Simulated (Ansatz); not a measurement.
# Quasi-harmonic thermodynamics of Be2Al (hypothetical, Fm-3m)

How much does Be2Al (hypothetical) expand with temperature? The crystal structure is hypothetical: it was made by swapping elements on a known structure type.

Main program and level: Ansatz 0.2.0; DFT PBEsol, scalar-relativistic, plane waves, PAW.

Most raw output is cut from this account.

### Step 1. The structure

Symmetry: Fm-3m, No. 225, cubic system. Conventional cell: a = 5.202 Å, b = 5.202 Å, c = 5.202 Å, α = 90.00°, β = 90.00°, γ = 90.00°. Nearest to Be lie 4 Al at 2.25 Å. Al has 8 Be at 2.25 Å nearest. Farther neighbours are not listed.

### Step 2. Probe on a coarse mesh

A cheap single point shows whether the cell is a metal or an insulator and how far it is from rest; that sets the k-mesh and the occupations of what follows.

input.yaml reads:

```yaml
crystal:
  lattice:
    - [0.0, 2.60119, 2.60119]
    - [2.60119, 0.0, 2.60119]
    - [2.60119, 2.60119, 0.0]
  atoms:
    - { symbol: Be, position: [0.25, 0.25, 0.25] }
    - { symbol: Be, position: [0.75, 0.75, 0.75] }
    - { symbol: Al, position: [0.0, 0.0, 0.0] }
kpoints:
  mp_grid: { grid: [6, 6, 6] }
hamiltonian:
  xc: pbesol
scf:
  occupations: { method: gaussian, width: 0.1 }
output:
  forces: true
  stress: true
  eigenvalues: true
```

The run is started by

```console
ansatz run input.yaml --threads 4 --pin off --max-ram 8192MiB --backend cpu --events-out ev --progress --plain --runs-dir out
```

Run time: 0.75 s. Hardware: 4 threads of Arm Neoverse V2, shared host; peak memory 0.25 GiB; 1.1 s of CPU time.

Numbers from this step:

| Item | Value |
| --- | --- |
| pressure | 13.42 GPa |
| volume per atom | 11.73 Å³ |
| gap on the k-mesh | 0 eV |

The start is under 13 GPa at this level and looks like a metal on this mesh.

### Step 3. A loose first relaxation

The start is far from rest, so a relaxation with loose thresholds first brings it near the minimum.

input.yaml, as its differences from that of step 2:

```diff
@@ -19 +19,6 @@
   eigenvalues: true
+relax:
+  adjacent_minimum: "off"
+  f_tol: 0.05
+  max_steps: 80
+  cell: { stress_tol: 0.5 }
```

Run time: 0.96 s. Hardware: 4 threads; peak memory 0.27 GiB; 2.7 s of CPU time.

Relaxation path:

```tsv
step	energy less that of the first step (eV)	largest force component (eV/Å)	pressure (GPa)	volume (Å³)
1	0.0000	0.0000	13.42	35.20
2	-0.1583	0.0000	4.83	38.07
3	-0.1884	0.0000	0.68	39.89
4	-0.1891	0.0000	0.00	40.22
5*	-0.1913	0.0000	0.09	40.22
```

Relaxation steps marked * repeat the geometry before them on a plane-wave basis chosen anew for their cell, so energy and pressure can jump there.

The run keeps the 48 symmetry operations that it works with, so distortions that break them were not tested.

```tsv
conventional cell, symmetrised	before	after	change
a (Å)	5.202	5.439	+4.5 %
b (Å)	5.202	5.439	+4.5 %
c (Å)	5.202	5.439	+4.5 %
volume (Å³/atom)	11.73	13.41	+14.3 %
```

The relaxed structure:

```xyz
3
Lattice="0.0000 2.7195 2.7195 2.7195 0.0000 2.7195 2.7195 2.7195 0.0000" Properties=species:S:1:pos:R:3 pbc="T T T"
Be    1.3597    1.3597    1.3597
Be    4.0792    4.0792    4.0792
Al    0.0000    0.0000    0.0000
```

This step gave:

```yaml
pressure: 0.08561 GPa
volume_per_atom: 13.41 Å³
```

The relaxation ends with a pressure of 0.09 GPa.

### Step 4. Relaxation

The vibrations must be taken about the equilibrium of this functional, not about the starting cell, so the structure is relaxed.

input.yaml reads:

```yaml
crystal:
  lattice:
    - [0.0, 2.719496747, 2.719496747]
    - [2.719496747, 0.0, 2.719496747]
    - [2.719496747, 2.719496747, 0.0]
  atoms:
    - { symbol: Be, position: [0.25, 0.25, 0.25] }
    - { symbol: Be, position: [0.75, 0.75, 0.75] }
    - { symbol: Al, position: [0.0, 0.0, 0.0] }
kpoints:
  mp_grid: { grid: [14, 14, 14] }
hamiltonian:
  xc: pbesol
scf:
  occupations: { method: gaussian, width: 0.1 }
output:
  forces: true
  stress: true
  eigenvalues: true
  write_density: true
  write_potential: true
  elf: true
  volumetric_format: npy
relax:
  adjacent_minimum: "off"
  f_tol: 0.005
  max_steps: 80
  cell: { stress_tol: 0.05 }
```

Run time: 2.2 s. Hardware: 4 threads; peak memory 0.35 GiB.

Step by step:

```tsv
step	energy less that of the first step (eV)	largest force component (eV/Å)	pressure (GPa)	volume (Å³)
1	0.0000	0.0000	0.49	40.22
2	-0.0003	0.0000	0.12	40.41
3	-0.0003	0.0000	0.00	40.48
4*	-0.0004	0.0000	0.00	40.48
```

Relaxation steps marked * repeat the geometry before them on a plane-wave basis chosen anew for their cell, so energy and pressure can jump there.

The run keeps the 48 symmetry operations that it works with, so distortions that break them were not tested.

```tsv
conventional cell, symmetrised	before	after	change
a (Å)	5.439	5.450	+0.2 %
b (Å)	5.439	5.450	+0.2 %
c (Å)	5.439	5.450	+0.2 %
volume (Å³/atom)	13.41	13.49	+0.6 %
```

The relaxed structure:

```
Be Al
1.0
     0.00000    2.72515    2.72515
     2.72515    0.00000    2.72515
     2.72515    2.72515    0.00000
Be Al
2 1
Cartesian
  1.3626 1.3626 1.3626
  4.0877 4.0877 4.0877
  0.0000 0.0000 0.0000
```

This step gave:

```yaml
pressure: 0.003172 GPa
volume_per_atom: 13.49 Å³
```

Valence density in the ac plane of a cell with a along [110], b along [-110] and c along [001] of the cube at fractional y = 0.000, with atoms of Be and Al within 0.2 Å of it. It is the smooth field of the valence electrons, not physical close to the nuclei.

Values in e/Å³, 8 rows by 16 columns, each cell a mean:
```
0.12 0.21 0.25 0.22 0.21 0.24 0.24 0.14 0.12 0.21 0.25 0.22 0.21 0.24 0.24 0.14
0.19 0.22 0.24 0.18 0.14 0.23 0.23 0.20 0.19 0.22 0.24 0.18 0.14 0.23 0.23 0.20
0.09 0.11 0.16 0.17 0.16 0.18 0.13 0.09 0.09 0.11 0.16 0.17 0.16 0.18 0.13 0.09
0.04 0.06 0.11 0.18 0.19 0.14 0.07 0.04 0.04 0.06 0.11 0.18 0.19 0.14 0.07 0.04
0.04 0.07 0.12 0.19 0.20 0.14 0.08 0.05 0.04 0.07 0.12 0.19 0.20 0.14 0.08 0.05
0.11 0.13 0.18 0.16 0.14 0.19 0.15 0.11 0.11 0.13 0.18 0.16 0.14 0.19 0.15 0.11
0.20 0.23 0.25 0.20 0.17 0.24 0.24 0.21 0.20 0.23 0.25 0.20 0.17 0.24 0.24 0.21
0.09 0.19 0.25 0.21 0.21 0.24 0.23 0.11 0.09 0.19 0.25 0.21 0.21 0.24 0.23 0.11
```
Columns run along a (7.7 Å), rows up along c (5.5 Å), edges of the conventional cell, whose origin can differ from the input's. Atoms in or near the plane, at fractional coordinates: Be at (0.25, 0.25), Be at (0.75, 0.25), Be at (0.25, 0.75), Be at (0.75, 0.75), Al at (0.00, 0.00), Al at (0.50, 0.00).

Electrostatic potential energy in the ac plane of a cell with a along [110], b along [-110] and c along [001] of the cube at fractional y = 0.000, with atoms of Be and Al within 0.2 Å of it. With pseudopotentials it is smooth inside the atoms' cores, unlike the true potential.

Ten even steps from '0' (-42 eV) to '9' (10 eV), each cell a mean:
```
7668899875776688998757
5678767886556787678865
7887423688778874236887
9987200589999872005899
9998412689999984126899
9999767899999997678999
9999989999999999899999
9999999999999999999999
9999888999999998889999
9998645799999986457999
9997301589999973015899
8887301588888873015888
6788645787667886457876
6568888876665688888766
8668999875786689998757
```
Columns run along a (7.7 Å; values clipped at the 3rd and 97th percentile), rows up along c (5.5 Å), edges of the conventional cell, whose origin can differ from the input's. Atoms in or near the plane, at fractional coordinates: Be at (0.25, 0.25), Be at (0.75, 0.25), Be at (0.25, 0.75), Be at (0.75, 0.75), Al at (0.00, 0.00), Al at (0.50, 0.00).

ELF in the ac plane of a cell with a along [110], b along [-110] and c along [001] of the cube at fractional y = 0.000, with atoms of Be and Al within 0.2 Å of it. It is the smooth field of the valence electrons, not physical close to the nuclei.

Ten even steps from '0' (0.01) to '9' (0.75), each cell a mean:
```
1179989983111799899831
2599856997325998569973
7898412699778984126997
6786100377667861003776
3454101354334541013543
1134555542111345555421
0024787631000247876310
0014788631000147886310
0124677531001246775310
2244323443222443234432
4565100366545651003665
7887200488778872004887
5799624899657996248996
1389878996113898789961
1169999982111699999821
```
Columns run along a (7.7 Å), rows up along c (5.5 Å), edges of the conventional cell, whose origin can differ from the input's. Atoms in or near the plane, at fractional coordinates: Be at (0.25, 0.25), Be at (0.75, 0.25), Be at (0.25, 0.75), Be at (0.75, 0.75), Al at (0.00, 0.00), Al at (0.50, 0.00).

### Step 5. A run with changed settings

One run with other settings shows how much the ground state depends on them.

This step: DFT PBEsol, scalar-relativistic, plane waves, PAW; settings changed (Ansatz 0.2.0).

input.yaml reads:

```yaml
crystal:
  lattice:
    - [0.0, 2.7251520132, 2.7251520132]
    - [2.7251520132, 0.0, 2.7251520132]
    - [2.7251520132, 2.7251520132, 0.0]
  atoms:
    - { symbol: Be, position: [0.25, 0.25, 0.25] }
    - { symbol: Be, position: [0.75, 0.75, 0.75] }
    - { symbol: Al, position: [0.0, 0.0, 0.0] }
kpoints:
  mp_grid: { grid: [7, 7, 7] }
hamiltonian:
  xc: pbesol
scf:
  occupations: { method: gaussian, width: 0.1 }
output:
  forces: true
  eigenvalues: true
  stress: true
```

Elapsed: 0.76 s, on 4 threads; peak memory 0.26 GiB; 1.2 s of CPU time.

The run finished with changed settings (kpoints.mp_grid.grid = [7, 7, 7]); it serves as a test.

### Step 6. Relaxing to small residual forces and stress

The thresholds are tightened for a last relaxation ahead of the phonons, and where mesh or smearing change with them the cell follows.

This step: DFT PBEsol, scalar-relativistic, plane waves, PAW (Ansatz 0.2.0).

input.yaml, the sections that differ from step 5:

```yaml
kpoints:
  mp_grid: { grid: [16, 16, 16] }
scf:
  occupations: { method: methfessel_paxton, width: 0.15 }
output:
  forces: true
  stress: true
  eigenvalues: true
relax:
  adjacent_minimum: "off"
  f_tol: 0.001
  max_steps: 60
  cell: { stress_tol: 0.01 }
# crystal, hamiltonian: as in step 5
```

Elapsed: 1.8 s, on 4 threads; peak memory 0.35 GiB; 6.1 s of CPU time.

Little changed from the start: no atom moved by 0.005 Å and no cell edge by 0.1 %.

This step gave:

```
pressure : -0.006113 GPa
```

The residual pressure is -0.0061 GPa, small enough for phonons.

### Step 7. A run with changed settings

This step: DFT PBEsol, scalar-relativistic, plane waves, PAW; settings changed (Ansatz 0.2.0).

input.yaml, the sections that differ from step 6:

```yaml
scf:
  occupations: { method: cold, width: 0.05 }
  mixing: { preconditioner: kerker }
output:
  forces: true
  eigenvalues: true
  stress: true
# crystal, kpoints, hamiltonian: as in step 6
# relax: removed
```

The job ended after 0.73 s (4 threads; peak memory 0.33 GiB; 2.4 s of CPU time).

Numbers from this step:

```
pressure : -1.16e-5 GPa
```

The run ends at a pressure of 0.00 GPa.

### Step 8. An input with a fault

This input was changed on purpose, to see how the program answers.

This step: DFT PBEsol, scalar-relativistic, plane waves, PAW (Ansatz 0.2.0).

input.yaml, the sections that differ from step 7:

```yaml
scf:
  occupations: { method: methfessel_paxton, width: 0.15 }
  max_iter: 100
output:
  eigenvalues: true
phonons:
  supercell: [2, 2, 2]
  qmesh: [4, 4, 4]
  thermal_expansion: {}
# crystal, kpoints, hamiltonian: as in step 7
```

Wall time 0.02 s (4 threads); peak memory 0.031 GiB.

The program refused the input before any cycle.

The program's message: “Error: invalid value for `phonons.qmesh`: set beside supercell — each asks for the run's force constants: supercell solves them in one diagonal repeat, and qmesh at the wavevectors of a mesh, each in …”

The fault put into the input: a supercell and a q mesh together.

### Step 9. The quasi-harmonic study, q-mesh 2×2×2

Thermal expansion follows from how the free energy of the vibrations (and of the electrons in a metal) changes with strain, so the program makes strained cells, their phonons and a fit in one run.

input.yaml, as its differences from that of step 8:

```diff
@@ -15,3 +15,2 @@
   occupations: { method: methfessel_paxton, width: 0.15 }
-  max_iter: 100
 output:
@@ -19,4 +18,5 @@
 phonons:
-  supercell: [2, 2, 2]
-  qmesh: [4, 4, 4]
+  method: dfpt
+  qmesh: [2, 2, 2]
+  temperatures: { t_max: 900.0, t_step: 50 }
   thermal_expansion: {}
```

Elapsed: 45 s, on 4 threads; peak memory 1.2 GiB.

The run ended with an error.

The program's message: “vibrations stand at or below zero in cell 4 (1.750 modes a cell, the lowest at -170.2 cm⁻¹): the crystal is at no minimum there, or its k-points are too few: type the crystal that it becomes, another …”

### Step 10. Phonons on strained cells, q-mesh 4×4×4

The study relaxes the crystal at several strains, solves the phonons on some of them and minimises the free energy at each temperature (static energy, vibrations, the electrons in a metal, and PV under a set pressure); the q-mesh sets how far the force constants reach.

input.yaml, as its differences from that of step 9:

```diff
@@ -19,3 +19,3 @@
   method: dfpt
-  qmesh: [2, 2, 2]
+  qmesh: [4, 4, 4]
   temperatures: { t_max: 900.0, t_step: 50 }
```

The job ended after 4.4 min (4 threads; peak memory 3.5 GiB).

The run ended with an error.

The program's message: “vibrations stand at or below zero in cell 4 (1.875 modes a cell, the lowest at -197.7 cm⁻¹): the crystal is at no minimum there, or its k-points are too few: type the crystal that it becomes, another …”

### Step 11. Phonons of the refused cell

The study refused this cell, so its phonons are run alone to see which modes are imaginary.

input.yaml, as its differences from that of step 10:

```diff
@@ -20,3 +20,7 @@
   qmesh: [4, 4, 4]
-  temperatures: { t_max: 900.0, t_step: 50 }
-  thermal_expansion: {}
+  temperatures: { t_max: 1000, t_step: 50 }
+  qpath:
+    path:
+      - [[0.0, 0.0, 0.0], [0.5, 0.0, 0.5], [0.625, 0.25, 0.625]]
+      - [[0.375, 0.375, 0.75], [0.0, 0.0, 0.0], [0.5, 0.5, 0.5], [0.5, 0.25, 0.75], [0.5, 0.0, 0.5]]
+    npoints: 10
```

Elapsed: 2.7 min, on 4 threads; peak memory 2.9 GiB.

This step gave:

```yaml
lowest_frequency_on_the_path: -197.7 cm⁻¹
point_group: m-3m
highest_frequency: 487.7 cm⁻¹
```

No LO-TO term. Phonon branches along the path, in cm⁻¹:

```tsv
point	branch 1	branch 2	branch 3	branch 4	branch 5	branch 6	branch 7	branch 8	branch 9
Γ	0	0	0	268	268	268	480	480	480
halfway	-118	-118	186	334	334	361	430	480	480
X	-170	-170	295	295	401	401	456	456	465
halfway	-166	-165	275	304	395	421	456	458	464
U	-151	-140	238	322	378	450	452	462	464
jump to K	-151	-140	238	322	378	450	452	462	464
halfway	-61	-42	60	296	345	372	423	476	488
Γ	0	0	0	268	268	268	480	480	480
halfway	-72	-72	96	293	293	354	433	482	482
L	-111	-111	208	341	341	399	463	477	477
halfway	-150	88	148	349	375	398	464	471	475
W	-198	149	149	332	422	451	451	456	459
halfway	-186	-125	254	313	409	424	458	458	462
X	-170	-170	295	295	401	401	456	456	465
```

Tetrahedra on 20 20 20, mean over bins of 10 cm⁻¹. The phonon density of states by wavenumber; read off at these points:

wavenumber (cm⁻¹), phonon density of states (1/cm⁻¹/cell) and a bar:
```
     -195      0.002 
     -165      0.013 ###
     -135      0.013 ###
     -115      0.013 ###
      -95      0.010 ##
      -65      0.009 ##
      -35      0.005 #
       -5      0.002 
       35      0.002 
       65      0.003 
       95      0.005 #
      125      0.005 #
      165      0.011 ##
      195      0.006 #
      225      0.004 
      255      0.002 
      295      0.007 ##
      325      0.018 ####
      345      0.035 #########
      355      0.026 ######
      385      0.025 ######
      395      0.031 ########
      425      0.025 ######
      455      0.036 #########
      475      0.113 ##############################
      485      0.037 ##########
```

No LO-TO term. The modes at Γ (shares of kinetic energy by element, %):

```tsv
mode	frequency (cm⁻¹)	symmetry	Be %	Al %
1	0.0	T1u	40	60
2	0.0	T1u	40	60
3	0.0	T1u	40	60
4	267.8	T2g	100	0
5	267.8	T2g	100	0
6	267.8	T2g	100	0
7	479.7	T1u	60	40
8	479.7	T1u	60	40
9	479.7	T1u	60	40
```

Displacements in mode 5 (267.8 cm⁻¹), the largest set to 1:
```
Be1  0.25 -0.59  1.00
Be2 -0.25  0.59 -1.00
Al3  0.00  0.00  0.00
```

Displacements in mode 8 (479.7 cm⁻¹), the largest set to 1:
```
Be1  0.00  0.39 -1.00
Be2  0.00  0.39 -1.00
Al3  0.00 -0.26  0.67
```

Lowest modes at the softest wavevector of the mesh; phase exp(i q.(R + tau)). The modes at q = (0.500, -0.250, 0.250) (shares of kinetic energy by element, %) (negative means imaginary):

```tsv
mode	frequency (cm⁻¹)	Be %	Al %
1	-197.7	53	47
2	148.6	39	61
3	148.6	39	61
4	331.6	100	0
5	422.1	100	0
6	451.1	61	39
```

Displacements in mode 1 (-197.7 cm⁻¹), the largest set to 1, in the home cell (x, y, z of the real part, then of the imaginary part):
```
Be1  0.00  0.65  0.65  0.00  0.65 -0.65
Be2  0.00 -0.65 -0.65  0.00  0.65 -0.65
Al3  1.00  0.00  0.00  0.00  0.00  0.00
```

Displacements in mode 4 (331.6 cm⁻¹), the largest set to 1, in the home cell (x, y, z of the real part, then of the imaginary part):
```
Be1  0.00 -0.71  0.71  0.00 -0.71 -0.71
Be2  0.00  0.71 -0.71  0.00 -0.71 -0.71
Al3  0.00  0.00  0.00  0.00  0.00  0.00
```

The modes has structure finer than the step of the table below, so its rows give means over 20 cm⁻¹, whole bins alone (the curve runs from -206 to 512 cm⁻¹). Peaks (cm⁻¹: height): Al -120.3: 0.00725, 164.4: 0.00876, 476.2: 0.0378; Be 345.1: 0.0303, 390.3: 0.0271, 476.2: 0.0595.

Phonopy on the run's constants, 17x17x17 mesh, Gaussian sigma 5.1 cm⁻¹. The modes by wavenumber; means over each step; values in 1/cm⁻¹/cell:

```tsv
wavenumber (cm⁻¹)	Al	Be
-180	0.00365	0.00388
-160	0.00621	0.00628
-140	0.00687	0.00654
-120	0.00708	0.00634
-100	0.00594	0.00509
-80	0.00538	0.00449
-60	0.00509	0.00402
-40	0.00380	0.00287
-20	0.00164	0.00121
0	4.3e-4	3.3e-4
20	7.6e-4	6.2e-4
40	0.00105	8.3e-4
60	0.00185	0.00146
80	0.00276	0.00212
100	0.00274	0.00209
120	0.00347	0.00255
140	0.00417	0.00289
160	0.00659	0.00424
180	0.00401	0.00231
200	0.00371	0.00205
220	0.00254	0.00124
240	0.00188	8.4e-4
260	0.00131	0.00108
280	6.6e-4	0.00504
300	4.3e-4	0.00857
320	8.7e-4	0.0153
340	0.00147	0.0274
360	0.00168	0.0256
380	0.00196	0.0217
400	0.00341	0.0199
420	0.00585	0.0158
440	0.00607	0.0185
460	0.0162	0.0325
480	0.0267	0.0420
500	0.00104	0.00157
```

The lowest solved frequency is -198 cm⁻¹, so the cell is unstable here and gives no valid free energy.

### Step 12. Summary of results

| Item | Value |
| --- | --- |
| lowest frequency at the solved wavevectors | -198 cm⁻¹ |

What this shows: With imaginary harmonic modes at the relaxed cell the quasi-harmonic free energy is undefined, so no expansion is obtained for this phase at this level. The softest solved mode is 198i cm⁻¹ at q = (0.25, -0.5, -0.25), and 7 of 8 solved wavevectors carry a mode beyond 8i cm⁻¹. In a metal soft modes also hang on the k-mesh and the smearing, which were not converged here. The program warned that a few bands missed the eigensolver's threshold in at least one of the runs. The PAW files were made for PBE and are used here under another functional, for which the program regenerates the frozen cores.

[Logs are printed without paths, hosts, clocks, repeated set-up lines and the standing remarks that a program may print on its own settings, such as how far it seeks lower states.]

[Hosts, paths, dates, database ids (printed as entryN), source tags and the programs' standing remarks are cut or masked in the printed files.]

[A step with changed settings may run another functional than the one named; its input shows which.]
